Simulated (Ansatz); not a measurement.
# O on Os(0001): change of the work function, part 4 of 5

How does O on the hcp site change the work function of Os(0001) as the layer fills?

Ansatz 0.2.0; plane-wave DFT, PBE-D3(BJ), Ansatz PAW (the session's first sound run).

So far, work function, upper face (eV): step 2 (the clean slab) 5.36; step 3 (17 atoms, coverage 0.25 ML, cell 2x2) 5.28; step 4 (18 atoms, coverage 0.5 ML, cell 2x2) 5.62; step 5 (5 atoms, coverage 1 ML, cell 1x1) 5.75.

**7. The 0.25 ML cell at another level of theory, cutoff 1240 eV, functional PBE**

This step: plane-wave DFT, PBE, norm-conserving (Ansatz 0.2.0).

System of this step: O/Os(0001). The cell holds 17 atoms: 16 Os and 1 O. Cell: a = 5.480 Å, b = 5.480 Å, c = 25.808 Å, α = 90.0°, β = 90.0°, γ = 60.0°. Vacuum lies along c.

The geometry is kept and the functional is PBE; other changes against the main runs: norm-conserving files, cutoff 420 → 1240 and no dispersion term, which doesn't act on the electrons.

Contents of input.yaml:

```yaml
crystal:
  lattice:
    - [5.48, 0.0, 0.0]
    - [2.74, 4.7458192128, 0.0]
    - [0.0, 0.0, 25.8075278701]
  atoms:
    - { symbol: Os, position: [0.3333333333, 0.3333333333, 0.348735456] }
    - { symbol: Os, position: [0.0, 0.0, 0.4325571227] }
    - { symbol: Os, position: [0.3333333333, 0.3333333333, 0.5151363243] }
    - { symbol: Os, position: [0.0, 0.0, 0.5965239388] }
    - { symbol: Os, position: [0.3333333333, 0.8333333333, 0.348735456] }
    - { symbol: Os, position: [0.0, 0.5, 0.4325571227] }
    - { symbol: Os, position: [0.3379607608, 0.8310196196, 0.5169694408] }
    - { symbol: Os, position: [-0.0191181478, 0.5095590739, 0.5998807505] }
    - { symbol: Os, position: [0.8333333333, 0.3333333333, 0.348735456] }
    - { symbol: Os, position: [0.5, 0.0, 0.4325571227] }
    - { symbol: Os, position: [0.8310196196, 0.3379607608, 0.5169694408] }
    - { symbol: Os, position: [0.5095590739, -0.0191181478, 0.5998807505] }
    - { symbol: Os, position: [0.8333333333, 0.8333333333, 0.348735456] }
    - { symbol: Os, position: [0.5, 0.5, 0.4325571227] }
    - { symbol: Os, position: [0.8310196196, 0.8310196196, 0.5169694408] }
    - { symbol: Os, position: [0.5095590739, 0.5095590739, 0.5998807505] }
    - { symbol: O, position: [0.3333333333, 0.3333333333, 0.6456975016] }
kpoints:
  mp_grid: { grid: [7, 7, 1] }
hamiltonian:
  xc: pbe
  pseudopotentials: { kind: nc }
scf:
  occupations: { method: fermi_dirac, width: 0.1 }
  convergence: { dr2_threshold: 1.0e-08 }
efield:
  axis: 3
  dipole_correction: true
  ramp_position: 0.97
  ramp_width: 0.06
output:
  write_potential: true
  write_density: true
  volumetric_format: npy
```

Started as:

```console
ansatz run input.yaml --threads 4 --pin off --max-ram 12288MiB --backend cpu --events-out ev --progress --plain --runs-dir out
```

Numbers of over 12 decimals in the logs are rounded to 6 here.

The program printed:

```text
[...]
Crystal: 17 atoms, lattice volume = 671.179 Å³
Basis set: ecut = 1240 eV, 66521 PW (Γ)
Bands: 158, of which v1, the nominal top of the filled ones, is band 131 counted from 1 (130 counted from 0)
Symmetry: 6 space group operations
[...]
k-points: 8 of 49 (time reversal used)
[...]
SCF iter   1: F=—  HF=-44478.706233 eV  |F-HF|=—  |Δ(HF+E_count)|=         —  Δρ=4.29e-2  dr2=2.15e1  ethr=3.10e-3  p=-0.000 e·Å  D=-9.86e-9 V/Å  ΔV_dip=0.00 eV  dr2_dipole=2.08e-1  V_vac-E_F(+/−)=6.68/6.68 eV  ⟨swp⟩=9.4  Hψ=6316  notcnv=0
[...]
SCF iter   9: F=-44474.270707 eV  HF=-44474.270707 eV  |F-HF|=1.78e-9  |Δ(HF+E_count)|=   1.02e-8  Δρ=3.98e-7  dr2=2.85e-9  ethr=3.82e-12  p=0.012 e·Å  D=3.16e-3 V/Å  ΔV_dip=-0.08 eV  dr2_dipole=6.14e-10  V_vac-E_F(+/−)=5.29/5.37 eV  ⟨swp⟩=7.4  Hψ=4213  notcnv=0
SCF 1 converged in 9 iterations: F = -44474.270707 eV  dr2 = 2.85e-9
[...]
SCF converged after 9 iterations
Free energy (F): -44474.270707 eV
[...]
Internal energy: -44473.789529 eV  (E = F + TS)
E sigma→0 (E₀):  -44474.030118 eV
Entropy (-TS):   -0.481177 eV (-28.305 meV/atom)
Fermi energy:    5.422059 eV
Dipole field:    D = 0.003175 V/Å  (p = 0.011775 e·Å, saw-weighted, corrected)
Work function:   Φ+ = 5.2873 eV   Φ− = 5.3693 eV
[...]
--- Band table (eV; the first three rows and the last of 8) ---
  k-point 0: bands = [... 127 lower, 5.6933, 6.0272, 6.0272, 6.1779, 6.6672, 6.7012, 6.7012, 6.7545, ... 23 higher]
  k-point 1: bands = [... 127 lower, 5.6048, 5.6301, 5.7056, 5.8981, 6.0731, 6.1694, 6.5160, 6.6754, ... 23 higher]
  k-point 2: bands = [... 127 lower, 4.9206, 5.2512, 5.3296, 5.3916, 5.7407, 5.9851, 6.0876, 6.1713, ... 23 higher]
  k-point 7: bands = [... 127 lower, 4.7081, 4.7806, 5.0240, 5.0703, 5.2125, 5.3064, 5.4541, 5.7146, ... 23 higher]
```

Elapsed: 3.3 min, on 4 threads of Arm Neoverse V2, shared host; peak memory 9.9 GiB.

The column dr2 measures how far the density is from self-consistency, as an energy; F and HF (Harris–Foulkes) agree once it is small.

This step gave:

* energy at zero smearing: -44474.0301 eV
* work function, upper face: 5.287 eV
* work function, lower face: 5.369 eV
* dipole along the normal: 0.01177 e·Å
* step between the vacuum levels: -0.08193 eV

The work function comes to 5.29 eV, +0.01 eV from the first level.

**8. The 0.25 ML cell at another level of theory, cutoff 420 eV, functional LDA**

This step: plane-wave DFT, LDA, Ansatz PAW (Ansatz 0.2.0).

The geometry is kept and the functional is LDA; other changes against the main runs: no dispersion term, which doesn't act on the electrons.

Changes to input.yaml since step 7:

```diff
@@ -26,4 +26,3 @@
 hamiltonian:
-  xc: pbe
-  pseudopotentials: { kind: nc }
+  xc: lda
 scf:
```

The program printed:

```text
[...]
Crystal: 17 atoms, lattice volume = 671.179 Å³
Basis set: ecut = 420 eV, 13053 PW (Γ)
Bands: 158, of which v1, the nominal top of the filled ones, is band 131 counted from 1 (130 counted from 0)
Symmetry: 6 space group operations
[...]
k-points: 8 of 49 (time reversal used)
[...]
SCF iter   1: F=—  HF=-178439.732807 eV  |F-HF|=—  |Δ(HF+E_count)|=         —  Δρ=8.23e-3  dr2=1.12e0  ethr=1.77e-3  p=0.011 e·Å  D=2.94e-3 V/Å  ΔV_dip=-0.08 eV  dr2_dipole=7.61e-2  V_vac-E_F(+/−)=5.65/5.73 eV  ⟨swp⟩=9.8  Hψ=6289  notcnv=0
[...]
SCF iter  10: F=-178439.685487 eV  HF=-178439.685487 eV  |F-HF|=2.01e-9  |Δ(HF+E_count)|=   4.45e-8  Δρ=5.56e-7  dr2=5.51e-9  ethr=3.82e-12  p=0.008 e·Å  D=2.16e-3 V/Å  ΔV_dip=-0.06 eV  dr2_dipole=7.87e-10  V_vac-E_F(+/−)=5.65/5.70 eV  ⟨swp⟩=5.8  Hψ=3405  notcnv=0
SCF 1 converged in 10 iterations: F = -178439.685487 eV  dr2 = 5.51e-9
[...]
SCF converged after 10 iterations
Free energy (F): -178439.685487 eV
[...]
Internal energy: -178439.202856 eV  (E = F + TS)
E sigma→0 (E₀):  -178439.444172 eV
Entropy (-TS):   -0.482630 eV (-28.390 meV/atom)
Fermi energy:    4.982020 eV
Dipole field:    D = 0.002180 V/Å  (p = 0.008087 e·Å, saw-weighted, corrected)
Work function:   Φ+ = 5.6489 eV   Φ− = 5.7052 eV
[...]
--- Band table (eV; the first three rows and the last of 8) ---
  k-point 0: bands = [... 127 lower, 5.2574, 5.5858, 5.5858, 5.7697, 6.2259, 6.2758, 6.2758, 6.3228, ... 23 higher]
  k-point 1: bands = [... 127 lower, 5.1725, 5.2111, 5.2809, 5.4796, 5.6363, 5.7307, 6.0715, 6.2288, ... 23 higher]
  k-point 2: bands = [... 127 lower, 4.4852, 4.8168, 4.8898, 4.9548, 5.2973, 5.5410, 5.6409, 5.7243, ... 23 higher]
  k-point 7: bands = [... 127 lower, 4.2705, 4.3386, 4.5853, 4.6291, 4.7712, 4.8647, 5.0081, 5.2688, ... 23 higher]
```

Wall time 38 s (4 threads); peak memory 2.4 GiB; 2.4 min of CPU time.

This step gave:

```
energy at zero smearing        : -178439.4442 eV
work function, upper face      : 5.649 eV
work function, lower face      : 5.705 eV
dipole along the normal        : 0.008087 e·Å
step between the vacuum levels : -0.05627 eV
```

The work function comes to 5.65 eV, +0.37 eV from the first level.

**9. The 0.25 ML cell at another level of theory, cutoff 1380 eV, functional PBE**

This step: plane-wave DFT, PBE, JTH PAW (Ansatz 0.2.0).

The geometry is kept and the functional is PBE; other changes against the main runs: JTH PAW files, cutoff 420 → 1380 and no dispersion term, which doesn't act on the electrons.

Changes to input.yaml since step 8:

```diff
@@ -26,3 +26,4 @@
 hamiltonian:
-  xc: lda
+  xc: pbe
+  pseudopotentials: { kind: paw, source: jth }
 scf:
```

The program printed:

```text
[...]
k-point 0: bands = [... 63 lower, 3.3202, 3.6521, 3.6521, 3.8294, 4.2967, 4.3391, 4.3391, 4.3758, ... 13 higher]
  k-point 1: bands = [... 63 lower, 3.2351, 3.2683, 3.3382, 3.5378, 3.7027, 3.8013, 4.1463, 4.2993, ... 13 higher]
  k-point 2: bands = [... 63 lower, 2.5597, 2.8892, 2.9677, 3.0231, 3.3688, 3.6190, 3.7209, 3.8002, ... 13 higher]
  k-point 7: bands = [... 63 lower, 2.3455, 2.4196, 2.6632, 2.7063, 2.8487, 2.9440, 3.0897, 3.3483, ... 13 higher]
[key lines of the parts left out:]
SCF converged after 11 iterations
Free energy (F): -152441.657951 eV
Fermi energy:    3.057494 eV
Dipole field:    D = 0.002848 V/Å  (p = 0.010565 e·Å, saw-weighted, corrected)
Work function:   Φ+ = 5.3051 eV   Φ− = 5.3786 eV
```

It took 2.2 min on 4 threads; peak memory 9 GiB; 8.4 min of CPU time.

The work function comes to 5.31 eV, +0.02 eV from the first level.

**10. The series together**

Times are for 4 threads of Arm Neoverse V2, shared host. Results by setting:

```csv
no.,functional,"work function, upper face (eV)",dipole along the normal (e·Å),time,memory (GiB)
1,pbe,5.287,0.01177,3.3 min,9.9
2,lda,5.649,0.008087,38 s,2.4
3,pbe,5.305,0.01056,2.2 min,9.0
```

**11. A changed input**

This step: plane-wave DFT, PBE-D3(BJ), Ansatz PAW (Ansatz 0.2.0).

System of this step: O/Os(0001). The cell holds 5 atoms: 4 Os and 1 O. Its edges and angles: a = 2.740 Å, b = 2.740 Å, c = 25.808 Å, α = 90.0°, β = 90.0°, γ = 60.0°. Vacuum lies along c.

A run with a changed input: it repeats the earlier run at 1 ML with scf.lower_state_search to standard, scf.algorithm to direct_min and scf.mixing.preconditioner to ldos.

Contents of input.yaml:

```yaml
crystal:
  lattice:
    - [2.74, 0.0, 0.0]
    - [1.37, 2.3729096064, 0.0]
    - [0.0, 0.0, 25.8075278701]
  atoms:
    - { symbol: Os, position: [0.6666666667, 0.6666666667, 0.348735456] }
    - { symbol: Os, position: [0.0, 0.0, 0.4325571227] }
    - { symbol: Os, position: [0.6666666667, 0.6666666667, 0.5163290273] }
    - { symbol: Os, position: [0.0, 0.0, 0.5977487376] }
    - { symbol: O, position: [0.6666666667, 0.6666666667, 0.651264544] }
kpoints:
  mp_grid: { grid: [13, 13, 1] }
hamiltonian:
  xc: pbe
  dispersion: d3bj
scf:
  occupations: { method: fermi_dirac, width: 0.1 }
  convergence: { dr2_threshold: 1.0e-08 }
  lower_state_search: standard
  algorithm: direct_min
  mixing: { preconditioner: ldos }
efield:
  axis: 3
  dipole_correction: true
  ramp_position: 0.97
  ramp_width: 0.06
relax:
  f_tol: 0.02
  max_steps: 60
  constraints: [{ sites: [0, 1] }]
output:
  bader: true
  write_potential: true
  write_density: true
  volumetric_format: npy
```

The program printed:

```text
[...]
Crystal: 5 atoms, lattice volume = 167.795 Å³
Basis set: ecut = 420 eV, 3285 PW (Γ), exchange–correlation on 40×40×360 points (8 copies of the dense FFT grid, shifted against one another)
Bands: 42, of which v1, the nominal top of the filled ones, is band 35 counted from 1 (34 counted from 0)
Symmetry: 6 space group operations
[...]
k-points: 21 of 169 (time reversal used)
[...]
SCF iter   1: F=—  HF=-46104.628896 eV  |F-HF|=—  |Δ(HF+E_count)|=         —  Δρ=1.08e-2  dr2=1.87e0  ethr=1.77e-3  p=-0.047 e·Å  D=-5.10e-2 V/Å  ΔV_dip=1.32 eV  dr2_dipole=5.07e-1  V_vac-E_F(+/−)=6.63/5.32 eV  ⟨swp⟩=5.5  Hψ=3438  notcnv=0
[...]
SCF iter   7: F=-46104.589557 eV  HF=-46104.589557 eV  |F-HF|=2.40e-10  |Δ(HF+E_count)|=  8.95e-10  Δρ=2.56e-7  dr2=2.21e-10  ethr=3.75e-12  p=-0.035 e·Å  D=-3.76e-2 V/Å  ΔV_dip=0.97 eV  dr2_dipole=2.40e-14  V_vac-E_F(+/−)=6.38/5.41 eV  ⟨swp⟩=3.1  Hψ=2083  notcnv=0
SCF 1 converged in 7 iterations: F = -46104.589557 eV  dr2 = 2.21e-10
  Residual-converged pass: ⟨swp⟩=8.6  Hψ=4636  notcnv=0  max |occ|·‖R‖ = 9.7e-9 eV (tolerance 1.0e-8 eV)  dr2=2.51e-10  dr2_onsite=2.90e-12  max |Δocc| = 3.6e-9
[...]
relax step   1: F+E_penalty+E_count = -46104.58955685 eV  Δ(F+E_penalty+E_count) = +0.000e0 eV  max|allowed force component| = 2.745e0 eV/Å  Δτ_max = 0.0000 Å  (7 SCF iters, accepted)
[...]
SCF iter   7: F=-46104.716734 eV  HF=-46104.716734 eV  |F-HF|=1.35e-9  |Δ(HF+E_count)|=   1.59e-8  Δρ=7.47e-7  dr2=1.49e-9  ethr=1.87e-10  p=-0.016 e·Å  D=-1.72e-2 V/Å  ΔV_dip=0.44 eV  dr2_dipole=1.38e-10  V_vac-E_F(+/−)=5.88/5.44 eV  ⟨swp⟩=3.3  Hψ=1925  notcnv=0
SCF 2 converged in 7 iterations: F = -46104.716734 eV  dr2 = 1.49e-9
[...]
relax step   2: F+E_penalty+E_count = -46104.71673408 eV  Δ(F+E_penalty+E_count) = -1.272e-1 eV  max|allowed force component| = 6.185e-1 eV/Å  Δτ_max = 0.1729 Å  (7 SCF iters, accepted)
SCF iter   1: F=—  HF=-46104.755660 eV  |F-HF|=—  |Δ(HF+E_count)|=         —  Δρ=1.27e-2  dr2=1.27e-1  ethr=3.55e-3  p=-0.016 e·Å  D=-1.72e-2 V/Å  ΔV_dip=0.44 eV  dr2_dipole=3.12e-3  V_vac-E_F(+/−)=5.89/5.44 eV  ⟨swp⟩=3.0  Hψ=2169  notcnv=0
[...]
SCF iter   7: F=-46104.738866 eV  HF=-46104.738866 eV  |F-HF|=2.59e-9  |Δ(HF+E_count)|=   4.08e-9  Δρ=1.11e-6  dr2=2.85e-9  ethr=2.84e-11  p=-0.009 e·Å  D=-1.00e-2 V/Å  ΔV_dip=0.26 eV  dr2_dipole=1.84e-10  V_vac-E_F(+/−)=5.69/5.43 eV  ⟨swp⟩=3.8  Hψ=2140  notcnv=0
SCF 3 converged in 7 iterations: F = -46104.738866 eV  dr2 = 2.85e-9
[...]
relax step   3: F+E_penalty+E_count = -46104.73886622 eV  Δ(F+E_penalty+E_count) = -2.213e-2 eV  max|allowed force component| = 3.035e-1 eV/Å  Δτ_max = 0.1356 Å  (7 SCF iters, accepted)
SCF iter   1: F=—  HF=-46104.743843 eV  |F-HF|=—  |Δ(HF+E_count)|=         —  Δρ=3.08e-3  dr2=7.55e-3  ethr=1.08e-4  p=-0.009 e·Å  D=-1.00e-2 V/Å  ΔV_dip=0.26 eV  dr2_dipole=4.51e-4  V_vac-E_F(+/−)=5.69/5.43 eV  ⟨swp⟩=3.0  Hψ=2167  notcnv=0
[...]
SCF iter   6: F=-46104.742686 eV  HF=-46104.742686 eV  |F-HF|=3.49e-10  |Δ(HF+E_count)|=   2.53e-9  Δρ=4.78e-7  dr2=4.20e-10  ethr=1.05e-11  p=-0.012 e·Å  D=-1.25e-2 V/Å  ΔV_dip=0.32 eV  dr2_dipole=2.60e-12  V_vac-E_F(+/−)=5.75/5.43 eV  ⟨swp⟩=4.2  Hψ=2282  notcnv=0
SCF 4 converged in 6 iterations: F = -46104.742686 eV  dr2 = 4.20e-10
[...]
relax step   4: F+E_penalty+E_count = -46104.74268566 eV  Δ(F+E_penalty+E_count) = -3.819e-3 eV  max|allowed force component| = 7.612e-3 eV/Å  Δτ_max = 0.0345 Å  (6 SCF iters, accepted)
[...]
SCF converged after 6 iterations
Stability not checked: this state was not tested for a lower state beside it, because a direct minimisation reached the state, and no test of it is asked (direct_minimisation; see scf.lower_state_search)
Free energy (F): -46104.742686 eV
[...]
Internal energy: -46104.625724 eV  (E = F + TS)
E sigma→0 (E₀):  -46104.684205 eV
Entropy (-TS):   -0.116962 eV (-23.392 meV/atom)
Fermi energy:    5.674401 eV
Dipole field:    D = -0.012488 V/Å  (p = -0.011580 e·Å, saw-weighted, corrected)
Work function:   Φ+ = 5.7531 eV   Φ− = 5.4308 eV
[...]
--- Forces (eV/Å), atoms counted from 1 ---
  atom   1  Os    -0.00000000     0.00000000     0.88181147
  atom   2  Os     0.00000000    -0.00000000    -0.88723014
  atom   3  Os     0.00000000     0.00000000     0.00031649
  atom   4  Os     0.00000000    -0.00000000    -0.00252417
  atom   5  O      0.00000000     0.00000000     0.00761239
  max |Σ_I F_I| component: 1.40e-5 eV/Å
--- Band table (eV; the first three rows and the last of 21) ---
  k-point 0: bands = [... 31 lower, 3.0123, 3.1292, 3.4739, 3.4739, 5.0677, 5.0677, 5.5698, 6.3635, ... 3 higher]
  k-point 1: bands = [... 31 lower, 3.0484, 3.2451, 3.5327, 3.6536, 4.8152, 4.9930, 5.2852, 6.3415, ... 3 higher]
  k-point 2: bands = [... 31 lower, 3.2337, 3.4308, 3.6005, 4.1385, 4.3030, 4.9400, 5.3161, 6.2717, ... 3 higher]
  k-point 20: bands = [... 31 lower, 3.3883, 4.2187, 5.5024, 5.8190, 6.4822, 6.9980, 7.2565, 7.4145, ... 3 higher]
--- The result so far, ahead of a search for a lower minimum behind the relaxation; the run's own can be another ---
--- Relaxed structure (4 steps of the walk, 4 accepted, 0 SCFs on fresh bases) ---
  F+E_penalty+E_count = -46104.74268566 eV   max|allowed force component| = 7.612e-3 eV/Å
  atoms:
    - { symbol: Os, position: [0.666667, 0.666667, 0.348735456] }
[...]
- { symbol: Os, position: [0.666667, 0.666667, 0.516085] }
[...]
- { symbol: O, position: [0.666667, 0.666667, 0.650619] }
--- Bader charges: 5 sites ---
  site symbol  charge [e]  shift [e]
     0     Os     -0.0643     0.0001
     1     Os      0.0756     0.0001
     2     Os      0.0191     0.0001
     3     Os      0.7730     0.0015
     4      O     -0.8034     0.0014
  estimated error of the sums over rays = 4.0e-4 e
--- Search for a lower minimum behind the relaxation: the rows below count on from the relaxation's ---
SCF iter   1: F=—  HF=-46104.773646 eV  |F-HF|=—  |Δ(HF+E_count)|=         —  Δρ=9.54e-3  dr2=1.27e0  ethr=1.77e-3  p=-0.025 e·Å  D=-2.74e-2 V/Å  ΔV_dip=0.71 eV  dr2_dipole=2.66e-1  V_vac-E_F(+/−)=6.05/5.34 eV  ⟨swp⟩=5.5  Hψ=3448  notcnv=0
[...]
SCF iter   7: F=-46104.742686 eV  HF=-46104.742686 eV  |F-HF|=1.01e-9  |Δ(HF+E_count)|=   1.70e-8  Δρ=4.69e-7  dr2=1.05e-9  ethr=2.31e-11  p=-0.012 e·Å  D=-1.25e-2 V/Å  ΔV_dip=0.32 eV  dr2_dipole=7.67e-12  V_vac-E_F(+/−)=5.75/5.43 eV  ⟨swp⟩=5.4  Hψ=2388  notcnv=0
SCF 1 converged in 7 iterations: F = -46104.742686 eV  dr2 = 1.05e-9
SCF converged after 6 iterations
[...]
Free energy (F): -46104.742686 eV
[...]
Internal energy: -46104.625724 eV  (E = F + TS)
E sigma→0 (E₀):  -46104.684205 eV
Entropy (-TS):   -0.116962 eV (-23.392 meV/atom)
Fermi energy:    5.674401 eV
Dipole field:    D = -0.012488 V/Å  (p = -0.011580 e·Å, saw-weighted, corrected)
Work function:   Φ+ = 5.7531 eV   Φ− = 5.4308 eV
[...]
--- Forces (eV/Å), atoms counted from 1 ---
  atom   1  Os    -0.00000000     0.00000000     0.88181147
  atom   2  Os     0.00000000    -0.00000000    -0.88723014
  atom   3  Os     0.00000000     0.00000000     0.00031649
  atom   4  Os     0.00000000    -0.00000000    -0.00252417
  atom   5  O      0.00000000     0.00000000     0.00761239
  max |Σ_I F_I| component: 1.40e-5 eV/Å
--- Band table (eV; the first three rows and the last of 21) ---
  k-point 0: bands = [... 31 lower, 3.0123, 3.1292, 3.4739, 3.4739, 5.0677, 5.0677, 5.5698, 6.3635, ... 3 higher]
  k-point 1: bands = [... 31 lower, 3.0484, 3.2451, 3.5327, 3.6536, 4.8152, 4.9930, 5.2852, 6.3415, ... 3 higher]
  k-point 2: bands = [... 31 lower, 3.2337, 3.4308, 3.6005, 4.1385, 4.3030, 4.9400, 5.3161, 6.2717, ... 3 higher]
  k-point 20: bands = [... 31 lower, 3.3883, 4.2187, 5.5024, 5.8190, 6.4822, 6.9980, 7.2565, 7.4145, ... 3 higher]
--- Relaxed structure (4 steps of the walk, 4 accepted, 0 SCFs on fresh bases) ---
  F+E_penalty+E_count = -46104.74268566 eV   max|allowed force component| = 7.612e-3 eV/Å
  atoms:
    - { symbol: Os, position: [0.666667, 0.666667, 0.348735456] }
[...]
- { symbol: Os, position: [0.666667, 0.666667, 0.516085] }
[...]
- { symbol: O, position: [0.666667, 0.666667, 0.650619] }
--- Bader charges: 5 sites ---
  site symbol  charge [e]  shift [e]
     0     Os     -0.0643     0.0001
     1     Os      0.0756     0.0001
     2     Os      0.0191     0.0001
     3     Os      0.7730     0.0015
     4      O     -0.8034     0.0014
  estimated error of the sums over rays = 4.0e-4 e
```

The job ended after 84 s (4 threads; peak memory 0.63 GiB; 5.5 min of CPU time).

The steps of the relaxation:

```csv
step,energy less that of the first step (eV),largest force component (eV/Å)
1,0.0000,2.7450
2,-0.1272,0.6185
3,-0.1493,0.3035
4,-0.1531,0.0076
4,-0.1531,0.0076
```

The run keeps the 6 symmetry operations that it works with, so distortions that break them were not tested.

The atoms that moved most (Å):

```csv
atom,dx,dy,dz,length
Os4,0.000,0.000,0.100,0.100
O5,0.000,0.000,-0.017,0.017
Os3,0.000,0.000,-0.006,0.006
```

The relaxed structure:

```
Os O
1.0
     2.74000    0.00000    0.00000
     1.37000    2.37291    0.00000
     0.00000    0.00000   25.80753
Os O
4 1
Direct
  0.66667 0.66667 0.34874
  0.00000 0.00000 0.43256
  0.66667 0.66667 0.51609
  0.00000 0.00000 0.60161
  0.66667 0.66667 0.65062
```

Numbers from this step:

* energy at zero smearing: -46104.6842 eV
* work function, upper face: 5.753 eV
* work function, lower face: 5.431 eV
* dipole along the normal: -0.01158 e·Å
* step between the vacuum levels: 0.3223 eV

```csv
quantity,this run,earlier run,difference
"work function, upper face (eV)",5.753,5.753,6.8e-5
"work function, lower face (eV)",5.431,5.431,1.3e-5
dipole along the normal (e·Å),-0.01158,-0.01158,-2.0e-6
```

Nothing in the table moves by 0.01 in its unit (for the dipole 0.5 % and 5e-5 e·Å). The run took 34 SCF cycles against 36.

From the first step to the last the energy fell by 0.153 eV, and the largest move was 0.10 Å (Os4).

(Part 4 of 5 ends here.)

[Logs are printed without paths, hosts, clocks, repeated set-up lines and the standing remarks that a program may print on its own settings, such as how far it seeks lower states.]

[Hosts, paths, dates, database ids (printed as entryN), source tags and the programs' standing remarks are cut or masked in the printed files.]

[Maps of the electrostatic potential energy from Ansatz leave out the sawtooth potential of an applied field or a dipole correction, so their vacuum need not be flat; planar profiles and work functions include it.]
